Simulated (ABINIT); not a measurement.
Computed results, one entry a study.

```xyz
4
Lattice="3.180 0.000 0.000 -1.590 2.754 0.000 0.000 0.000 5.166" Properties=species:S:1:pos:R:3 pbc="T T T" subject="A GW chain in ABINIT: GaN (P6_3mc)" method="RPA screening on PBE, plane waves, norm-conserving pseudopotentials (and 2 further levels or steps)" program="ABINIT 10.8.3" settings="cutoff 45 Ha, PseudoDojo scalar-relativistic 0.4 stringent, norm-conserving, potential set dojo-sr-pbe-0.4-stringent, ngkpt (3, 3, 2), nband 60, ecuteps 4 Ha, inclvkb 2, shiftk (0, 0, 0), symchi 1, awtr 1, frequency ppm, 3×3×2 k-mesh" notes="The database entry behind the starting cell differs from other determinations of this structure. The program’s warnings: nproc spkpt=  >= nkpt= * nsppol=. The cell and positions come from the Crystallography Open Database and are kept as given unless a step says otherwise. Limits: no spin-orbit coupling. The 3×3×2 mesh is coarse for this cell, which bears on the long-range parts of exchange and screening." pbe_gap="1.99 eV, direct" g0w0_gap_on_the_mesh="2.72 eV" gw_settings="3×3×2 mesh, 60 bands, screening to 108.8 eV, Godby-Needs plasmon pole" known_limits="short of the basis limit; no spin-orbit coupling; coarse k mesh"
Ga    0.000    1.836    0.000
Ga    1.590    0.918    2.583
N     0.000    1.836    1.937
N     1.590    0.918    4.520
```

[Long decimals in the printed logs are rounded to 6 places.]

[Logs are printed without paths, hosts, clocks, repeated set-up lines and the standing remarks that a program may print on its own settings, such as how far it seeks lower states.]

[Paths, hosts, dates, memory and timing lines, banners, echoed tables and standing remarks are left out of the program output; an Ansatz launch command may be rebuilt from the run's recorded settings. Measured values are a selection of at most five: reports struck by readers or far from the other reports are left out. None is set beside runs whose start may be inverted or whose files or cutoffs have a known fault.]

[Runs of the session that timed out or met a known fault of the program may be left out.]

[Hosts, paths, dates, database ids (printed as entryN), source tags and the programs' standing remarks are cut or masked in the printed files.]

[G0W0 gaps are taken among the corrected bands and points alone; a level outside them can change the order at an edge.]

[Where Ansatz stands beside ABINIT at settings called matched, ABINIT's density can come from a denser mesh and the files from another edition; pairs whose starting gaps differed by over 0.03 eV were left out, so agreement reads better than it is.]
